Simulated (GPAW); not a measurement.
## WS2 (Tungstenite): optical spectrum from first principles

Wanted: where WS2 (Tungstenite) starts to absorb, how strongly, and its refractive index. The cell comes from an older database entry, whose edges can differ from later determinations, mostly by under a per cent.

Main program and level: GPAW 26.7.0; DFT, LDA, plane-wave PAW (GPAW data sets), scalar-relativistic, RPA, optical limit.

The database entry behind the starting cell differs from later determinations by our own check (an axis about 1.4 % long against later determinations), so it need not match the best structure at ambient conditions.

## Step 1: The starting structure

The structure is hexagonal, space group P6_3/mmc (No. 194). The conventional cell has a = 3.180 Å, b = 3.180 Å, c = 12.500 Å, α = 90.00°, β = 90.00°, γ = 120.00°. Nearest to W lie 6 S at 2.41 Å. Nearest to S lie 3 W at 2.41 Å. Farther neighbours and most contacts between anions are not listed.

## Step 2: Ground state

First the ground state: is it a metal or has it a gap?

This step: DFT, LDA, plane-wave PAW (GPAW data sets), scalar-relativistic, ground state (GPAW 26.7.0).

Input file gs.py:

```python
from ase import Atoms
from ase.dft.bandgap import bandgap
from gpaw import GPAW, PW, FermiDirac

atoms = Atoms(['W', 'W', 'S', 'S', 'S', 'S'],
              cell=[[3.180000000000, 0.000000000000, 0.000000000000],
                    [-1.590000000000, 2.753960784000, 0.000000000000],
                    [0.000000000000, 0.000000000000, 12.500000000000]],
              scaled_positions=[[0.666666666700, 0.333333333300, 0.750000000000],
                                [0.333333333300, 0.666666666700, 0.250000000000],
                                [0.666666666700, 0.333333333300, 0.375000000000],
                                [0.333333333300, 0.666666666700, 0.875000000000],
                                [0.666666666700, 0.333333333300, 0.125000000000],
                                [0.333333333300, 0.666666666700, 0.625000000000]],
              pbc=[True, True, True])
atoms.calc = GPAW(mode=PW(500), xc='LDA', kpts={'size': (9, 9, 2), 'gamma': True},
                  occupations=FermiDirac(0.05), maxiter=150, txt='gs.txt')
print('energy (eV)', atoms.get_potential_energy())
print('Fermi level (eV)', atoms.calc.get_fermi_level())
print('valence electrons', atoms.calc.get_number_of_electrons())
print('gap (eV)', bandgap(atoms.calc, output=None)[0])
print('direct gap (eV)', bandgap(atoms.calc, direct=True, output=None)[0])
atoms.calc.write('gs.gpw')
```

The run is started by

```console
> OMP_NUM_THREADS=1 python gs.py
```

Numbers of over 12 decimals in the logs are rounded to 6 here.

Log:

```text
__  _  _
 | _ |_)|_||  |
 |__||  | ||/\| - 26.7.0

Versions:
  Python: 3.12.14
  ASE:    3.29.0
  Numpy:  2.5.5
  Scipy:  1.18.1
  Libxc:  7.0.0

Input parameters:
  mode=PW(ecut=500.0),
  kpts=MonkhorstPack(size=(9, 9, 2), gamma=True),
  maxiter=150,
  occupations=Occupations(name='fermi-dirac', width=0.05, fixmagmom=False),
  xc=XC(name='LDA')

Diagonalizing LCAO Hamiltonian
Converting LCAO to pw mode

        S

           W
        S

           S
        W

           S

Atoms  # Å, Bohr magnetons
|   | symbol |         x |        y |         z |    initial magnetic moments |
| 0 |      W |  1.590000 | 0.917987 |  9.375000 | ( 0.0000,  0.0000,  0.0000) |
| 1 |      W | -0.000000 | 1.835974 |  3.125000 | ( 0.0000,  0.0000,  0.0000) |
| 2 |      S |  1.590000 | 0.917987 |  4.687500 | ( 0.0000,  0.0000,  0.0000) |
| 3 |      S | -0.000000 | 1.835974 | 10.937500 | ( 0.0000,  0.0000,  0.0000) |
| 4 |      S |  1.590000 | 0.917987 |  1.562500 | ( 0.0000,  0.0000,  0.0000) |
| 5 |      S | -0.000000 | 1.835974 |  7.812500 | ( 0.0000,  0.0000,  0.0000) |

Unit cell  # Å
| periodic |         x |        y |         z |   lengths |     angles |
|      yes |  3.180000 | 0.000000 |  0.000000 |  3.180000 |  90.000000 |
|      yes | -1.590000 | 2.753961 |  0.000000 |  3.180000 |  90.000000 |
|      yes |  0.000000 | 0.000000 | 12.500000 | 12.500000 | 120.000000 |

Number of symmetries: 12
Symmetry operations  # r_c * U_cc + t_c -> r_c
|    | kind |            matrix            |
|  0 |  σ   |  1, 1, 0,  0,-1, 0,  0, 0, 1 |
|  1 |  S6  |  1, 1, 0, -1, 0, 0,  0, 0,-1 |
|  2 |  E   |  1, 0, 0,  0, 1, 0,  0, 0, 1 |
|  3 |  C2  |  1, 0, 0, -1,-1, 0,  0, 0,-1 |
|  4 |  C2  |  0, 1, 0,  1, 0, 0,  0, 0,-1 |
|  5 |  C3  |  0, 1, 0, -1,-1, 0,  0, 0, 1 |
|  6 |  S6  |  0,-1, 0,  1, 1, 0,  0, 0,-1 |
|  7 |  σ   |  0,-1, 0, -1, 0, 0,  0, 0, 1 |
|  8 |  σ   | -1, 0, 0,  1, 1, 0,  0, 0, 1 |
|  9 |  i   | -1, 0, 0,  0,-1, 0,  0, 0,-1 |
| 10 |  C3  | -1,-1, 0,  1, 0, 0,  0, 0, 1 |
| 11 |  C2  | -1,-1, 0,  0, 1, 0,  0, 0,-1 |

BZ-sampling:
  Number of BZ points: 162
  Number of IBZ points: 24

  Monkhorst-Pack size: [9, 9, 2]
  Monkhorst-Pack shift: [0.0, 0.0, 0.25]

K-points  # in reciprocal-cell coordinates
|     |                                coordinates |     weight |
|   0 | (  0.00000000,   0.00000000,   0.00000000) | 0.00617284 |
|   1 | (  0.00000000,   0.00000000,   0.50000000) | 0.00617284 |
|   2 | (  0.11111111,   0.00000000,   0.00000000) | 0.03703704 |
|   3 | (  0.11111111,   0.00000000,   0.50000000) | 0.03703704 |
|   4 | (  0.22222222,  -0.11111111,   0.00000000) | 0.03703704 |
|   5 | (  0.22222222,  -0.11111111,   0.50000000) | 0.03703704 |
|   6 | (  0.22222222,   0.00000000,   0.00000000) | 0.03703704 |
|   7 | (  0.22222222,   0.00000000,   0.50000000) | 0.03703704 |
|   8 | (  0.33333333,  -0.11111111,   0.00000000) | 0.07407407 |
|   9 | (  0.33333333,  -0.11111111,   0.50000000) | 0.07407407 |
| ... |                                            |            |
|  23 | (  0.44444444,   0.44444444,   0.50000000) | 0.03703704 |

Plane wave coefficients: 2802
Cutoff: 500.0 eV

Spin-components: 1 (collinear spins)
Bands:           36
Projectors:      32
Spin-degeneracy: 2
Datatype:        complex128

Parallelization:
  kpt:    1
  domain: 1
  band:   1

Density:
  Valence electrons: 52.0
  Components: 1
  Grid points: [18 18 70]
  Charge: 0.0  # |e|

Potential:
  Grid points: [18 18 70]

species:
  W:
    name:    Tungsten
    id:
    Z:       74.0
    valence: 14
    core:    60
    charge:  0.0  # [|e|]
    compensation charges:
      type: gauss
      rc: 0.40  # [Å]
      lmax: 2
    cutoffs:
      filter: 2.36  # [Å]
      core: 3.02  # [Å]
    projectors
    | kind |    occ | energy [eV] | rcut [Å] |
    |   5s |  2.000 |     -79.053 |    1.344 |
    |   6s |  2.000 |      -5.886 |    1.344 |
    |   5p |  6.000 |     -43.417 |    1.355 |
    |   6p |  0.000 |      -1.469 |    1.355 |
    |   5d |  4.000 |      -4.693 |    1.228 |
    |    d |        |      22.518 |    1.228 |

    Using partial waves for W as LCAO basis

  S:
    name:    Sulfur
    id:
    Z:       16.0
    valence: 6
    core:    10
    charge:  0.0  # [|e|]
    compensation charges:
      type: gauss
      rc: 0.24  # [Å]
      lmax: 2
    cutoffs:
      filter: 1.77  # [Å]
      core: 1.66  # [Å]
    projectors
    | kind |    occ | energy [eV] | rcut [Å] |
    |   3s |  2.000 |     -17.278 |    0.974 |
    |   3p |  4.000 |      -7.106 |    0.979 |
    |    s |        |       9.933 |    0.974 |
    |    p |        |      20.105 |    0.979 |
    |    d |        |       0.000 |    0.900 |

    Using partial waves for S as LCAO basis

Reference energy: -920330.548201  # eV

eigensolver:
  PPCG
  Converge bands: occupied
  niter=2

density mixing:
  MSR1-Mixer
  Pratt-step length: 0.05
  Maximum mixing coefficient: 0.75
  Old densities: 10
  SVD Regularization: 0.005
  Good broyden scale: 1.0
  Trust region scale: 1.0
  Backstep threshold: 4.0
  History deletion threshold: 6.0
  Fourier metric: weight=20.0, sigma=0.015

occupation numbers:
  Fermi-Dirac:
    width: 0.0500  # eV

poisson solver:
  ecut: 4000.0  # eV

xc functional:
  name: None

convergence criteria:
- Maximum [total energy] change in last 3 cyles: 0.0005 eV / valence electron
- Maximum integral of absolute [dens]ity change: 0.0001 electrons / valence electron
- Maximum integral of absolute [eigenst]ate change: 4e-08 eV^2 / valence electron
maximum number of iterations: 150

SCF iterations
|iter     |      energy | eigst |  dens |
|iter:   1||  -50.477054 | +0.22 |       |
|iter:   2||  -50.473436 | -1.53 | -1.19 |
|iter:   3||  -50.341886 | -1.16 | -1.23 |
|iter:   4||  -49.868513 | -1.66 | -1.38 |
|iter:   5||  -49.828405 | -2.49 | -1.77 |
|iter:   6||  -49.829414 | -3.72 | -2.12 |
|iter:   7||  -49.829499c| -4.79 | -2.94 |
|iter:   8||  -49.829485c| -5.96 | -3.54 |
|iter:   9||  -49.829485c| -7.27 | -4.37c|
|iter:  10||  -49.829485c| -8.00c| -5.03c|

Converged in 10 steps
SCF loop duration: 124.924 s (12.492 s/step)
Energy contributions relative to reference atoms: (reference = -920330.548201)

Energy contributions:
  Kinetic:          24.150773
  Coulomb:         -28.773459
  Zero:              0.080587
  External:          0.000000
  Xc:              -45.287386
  Entropy:          -0.000001
  Spinorbit:         0.000000
  ----------------------------
  Free energy:     -49.829485
  Extrapolated:    -49.829485

dipole moment: (0.000004, 0.000006, 0.000029)  # |e|*Ang

Fermi level: 8.643
Eigenvalues  # (at kpt = [0.000, 0.000, 0.000])
| band index |      eig [eV] | occ [0-2] |
|          0 |       -66.235 |     2.000 |
|        ... |               |           |
|         18 |         4.654 |     2.000 |
|         19 |         5.874 |     2.000 |
|         20 |         5.874 |     2.000 |
|         21 |         5.917 |     2.000 |
|         22 |         5.917 |     2.000 |
|         23 |         6.652 |     2.000 |
|         24 |         7.030 |     2.000 |
|         25 |         8.176 |     2.000 |
|         26 |        10.400 |     0.000 |
|         27 |        10.400 |     0.000 |
|         28 |        10.408 |     0.000 |
|         29 |        10.408 |     0.000 |
|         30 |        10.519 |     0.000 |
|         31 |        10.519 |     0.000 |
|         32 |        10.674 |     0.000 |
|         33 |        10.674 |     0.000 |
|        ... |               |           |
|         35 |        12.951 |     0.000 |

Gap: 1.067 eV
Transition (v -> c):
  (s=0, k=0, n=25, [0.00, 0.00, 0.00]) -> (s=0, k=8, n=26, [0.33, -0.11, 0.00])
Direct/indirect transitions are different
Direct gap: 1.718 eV
Transition at: (s=0, k=12, n=25, [0.33, 0.33, 0.00])

--- standard output ---
energy (eV) -49.829485
Fermi level (eV) 8.642548
valence electrons 52.0
gap (eV) 1.067294
direct gap (eV) 1.718061
```

Run time: 2.3 min. Hardware: 1 thread of Intel Xeon at 2.50GHz (Skylake/Cascade Lake), shared host; peak memory 0.21 GiB.

Read-outs, printed or worked out from the files:

* energy: -49.83 eV
* Fermi energy: 8.643 eV
* gap on the k-mesh: 1.067 eV
* direct gap on the mesh: 1.718 eV
* electrons: 52

There is a gap, 1.07 eV on this mesh (points off the mesh can give less), so no carriers' term is needed.

## Step 3: Bands for the response

The response needs many more empty bands than the density does.

This step: DFT, LDA, plane-wave PAW (GPAW data sets), scalar-relativistic, bands at fixed density (GPAW 26.7.0).

Input file nscf.py:

```python
from ase.dft.bandgap import bandgap
from gpaw import GPAW, FermiDirac

calc = GPAW('gs.gpw').fixed_density(kpts={'size': (12, 12, 3), 'gamma': True}, nbands=81, convergence={'bands': 75},
                                    occupations=FermiDirac(0.001), txt='nscf.txt')
print('gap (eV)', bandgap(calc, output=None)[0])
print('direct gap (eV)', bandgap(calc, direct=True, output=None)[0])
print('top band over the Fermi level (eV)', min(calc.get_eigenvalues(kpt=k)[74] for k in range(len(calc.get_ibz_k_points()))) - calc.get_fermi_level())
calc.write('full.gpw', mode='all')
```

The run is started by

```console
> OMP_NUM_THREADS=1 python nscf.py
```

Log:

```text
Diagonalizing LCAO Hamiltonian
Converting LCAO to pw mode
convergence criteria:
- Maximum integral of absolute [eigenst]ate change: 4e-08 eV^2 / valence electron
maximum number of iterations: 150

SCF iterations
|iter     |      energy | eigst |  dens |
|iter:   1||             | +3.33 |       |
|iter:   2||             | +2.13 |       |
|iter:   3||             | +1.21 |       |
|iter:   4||             | +0.34 |       |
|iter:   5||             | -0.29 |       |
|iter:   6||             | -0.85 |       |
|iter:   7||             | -1.38 |       |
|iter:   8||             | -1.86 |       |
|iter:   9||             | -2.37 |       |
|iter:  10||             | -2.86 |       |
|iter:  11||             | -3.41 |       |
|iter:  12||             | -3.93 |       |
|iter:  13||             | -4.49 |       |
|iter:  14||             | -5.03 |       |
|iter:  15||             | -5.58 |       |
|iter:  16||             | -6.12 |       |
|iter:  17||             | -6.62 |       |
|iter:  18||             | -7.07 |       |
|iter:  19||             | -7.50c|       |
SCF steps: 19
  __  _  _
 | _ |_)|_||  |
 |__||  | ||/\| - 26.7.0

Versions:
  Python: 3.12.14
  ASE:    3.29.0
  Numpy:  2.5.5
  Scipy:  1.18.1
  Libxc:  7.0.0

Input parameters:
  mode=PW(ecut=500.0),
  convergence={'bands': 75},
  gpts=array([18, 18, 70]),
  kpts=MonkhorstPack(size=(12, 12, 3), gamma=True),
  maxiter=150,
  nbands=81,
  occupations=Occupations(name='fermi-dirac', width=0.001, fixmagmom=False),
  parallel={},
  xc=XC(name='LDA')

--- standard output ---
gap (eV) 0.968702
direct gap (eV) 1.718061
top band over the Fermi level (eV) 23.510860
```

The job ended after 15 min (1 thread; peak memory 0.4 GiB).

This step gave:

| Property | Result |
| --- | --- |
| gap on the k-mesh | 0.9687 eV |

## Step 4: Dielectric function, RPA

Local fields let the induced charge screen the field inside the cell, which as a rule lowers ε, most along directions where the density is uneven.

This step: DFT, LDA, plane-wave PAW (GPAW data sets), scalar-relativistic, RPA, optical limit (GPAW 26.7.0).

Input file df.py:

```python
from gpaw.response.df import DielectricFunction

df = DielectricFunction('full.gpw', frequencies={'type': 'nonlinear', 'domega0': 0.03, 'omega2': 8},
                        ecut=50,
                        eta=0.15,
                        nbands=75,
                        txt='df.txt')
for direction in ['x', 'z']:
    df.get_dielectric_function(xc='RPA', direction=direction, filename=f'df_{direction}.csv')
```

The run is started by

```console
> OMP_NUM_THREADS=1 python df.py
```

Log:

```text
Using integrator: PointIntegrator
NonLinearFrequencyDescriptor(from 0.000 to 100.485 eV, 541 points)
Nonperiodic BCs:  [False False False]
Using integrator: PointIntegrator
NonLinearFrequencyDescriptor(from 0.000 to 100.485 eV, 541 points)
Nonperiodic BCs:  [False False False]

Calculating chi0 body with:
    Ground state adapter containing:
    Number of spins: 1
    Number of kpoints: 432
    Number of irreducible kpoints: 50
    Number of completely occupied states: 26
    Number of partially occupied states: 26

    Linear response parametrization:
    q_c: [0.0, 0.0, 0.0]
    Number of frequency points: 541
    Planewave cutoff: 50.0
    Number of bands: 75
    Number of planewaves: 81
    Broadening (eta): 0.15

Integrating chi0 body.

Symmetries of q_c:
    Direct symmetries (Uq -> q): 12
    Indirect symmetries (TUq -> q): 0
In total 12 allowed symmetries.

50 groups of equivalent kpoints. 88.425926% reduction.

Integral kind: spectral function

Calculating chi0 optical extensions with:
    Ground state adapter containing:
    Number of spins: 1
    Number of kpoints: 432
    Number of irreducible kpoints: 50
    Number of completely occupied states: 26
    Number of partially occupied states: 26

    Linear response parametrization:
    Number of frequency points: 541
    Planewave cutoff: 50.0
    Number of bands: 75
    Number of planewaves: 81
    Broadening (eta): 0.15
Integrating chi0 head and wings.

Symmetries of q_c:
    Direct symmetries (Uq -> q): 12
    Indirect symmetries (TUq -> q): 0
In total 12 allowed symmetries.

50 groups of equivalent kpoints. 88.425926% reduction.

Integral kind: spectral function wings
```

The job ended after 3.1 min (1 thread; peak memory 0.42 GiB).

Read-outs, printed or worked out from the files:

| Quantity | Value |
| --- | --- |
| electronic dielectric constant ε∞, mean over x, y and z (by symmetry where fewer were run) | 10.25 |
| main peak of Im epsilon, first axis | 3.345 eV |

Some rows of df_x.csv (energy; Re and Im without local fields; Re and Im with them):

```text
0.000000, 13.429602, -0.000000, 12.655445, -0.000000
0.429336, 13.623220, 0.140878, 12.830260, 0.126997
0.878195, 14.315711, 0.349448, 13.452699, 0.312691
1.347938, 15.988258, 0.890708, 14.939189, 0.783263
1.840057, 17.467945, 4.187759, 16.275606, 3.650870
2.356191, 21.815088, 11.550650, 20.474630, 9.124697
2.898142, 12.922655, 16.442319, 14.499373, 14.873508
3.467895, 6.497880, 14.742110, 7.248442, 15.867238
4.067647, 5.724999, 12.167765, 4.556723, 12.784541
4.699832, 2.187560, 13.525632, 1.436259, 12.907342
5.367152, -0.089589, 9.730505, -0.639007, 9.082369
6.072622, -1.052765, 9.816195, -1.012962, 8.971584
6.819608, -2.025068, 7.062779, -1.607480, 6.548954
7.611886, -1.952621, 4.979303, -2.066612, 4.784743
8.453705, -0.560007, 4.407775, -0.687128, 4.172924
9.349861, -0.449398, 4.321878, -0.770700, 3.948885
10.305790, -0.546580, 3.866406, -0.681515, 3.141127
11.327680, -1.465029, 3.923439, -1.155840, 3.276781
12.422601, -1.458456, 2.695653, -1.132817, 2.267980
13.598673, -1.446818, 2.012744, -1.099569, 1.665376
```

(Part 1 of 2 ends here.)

[Machine, clock and banner lines and Python warnings are left out of the logs.]

[Logs are printed without paths, hosts, clocks, repeated set-up lines and the standing remarks that a program may print on its own settings, such as how far it seeks lower states.]

[Hosts, paths, dates, database ids (printed as entryN), source tags and the programs' standing remarks are cut or masked in the printed files.]
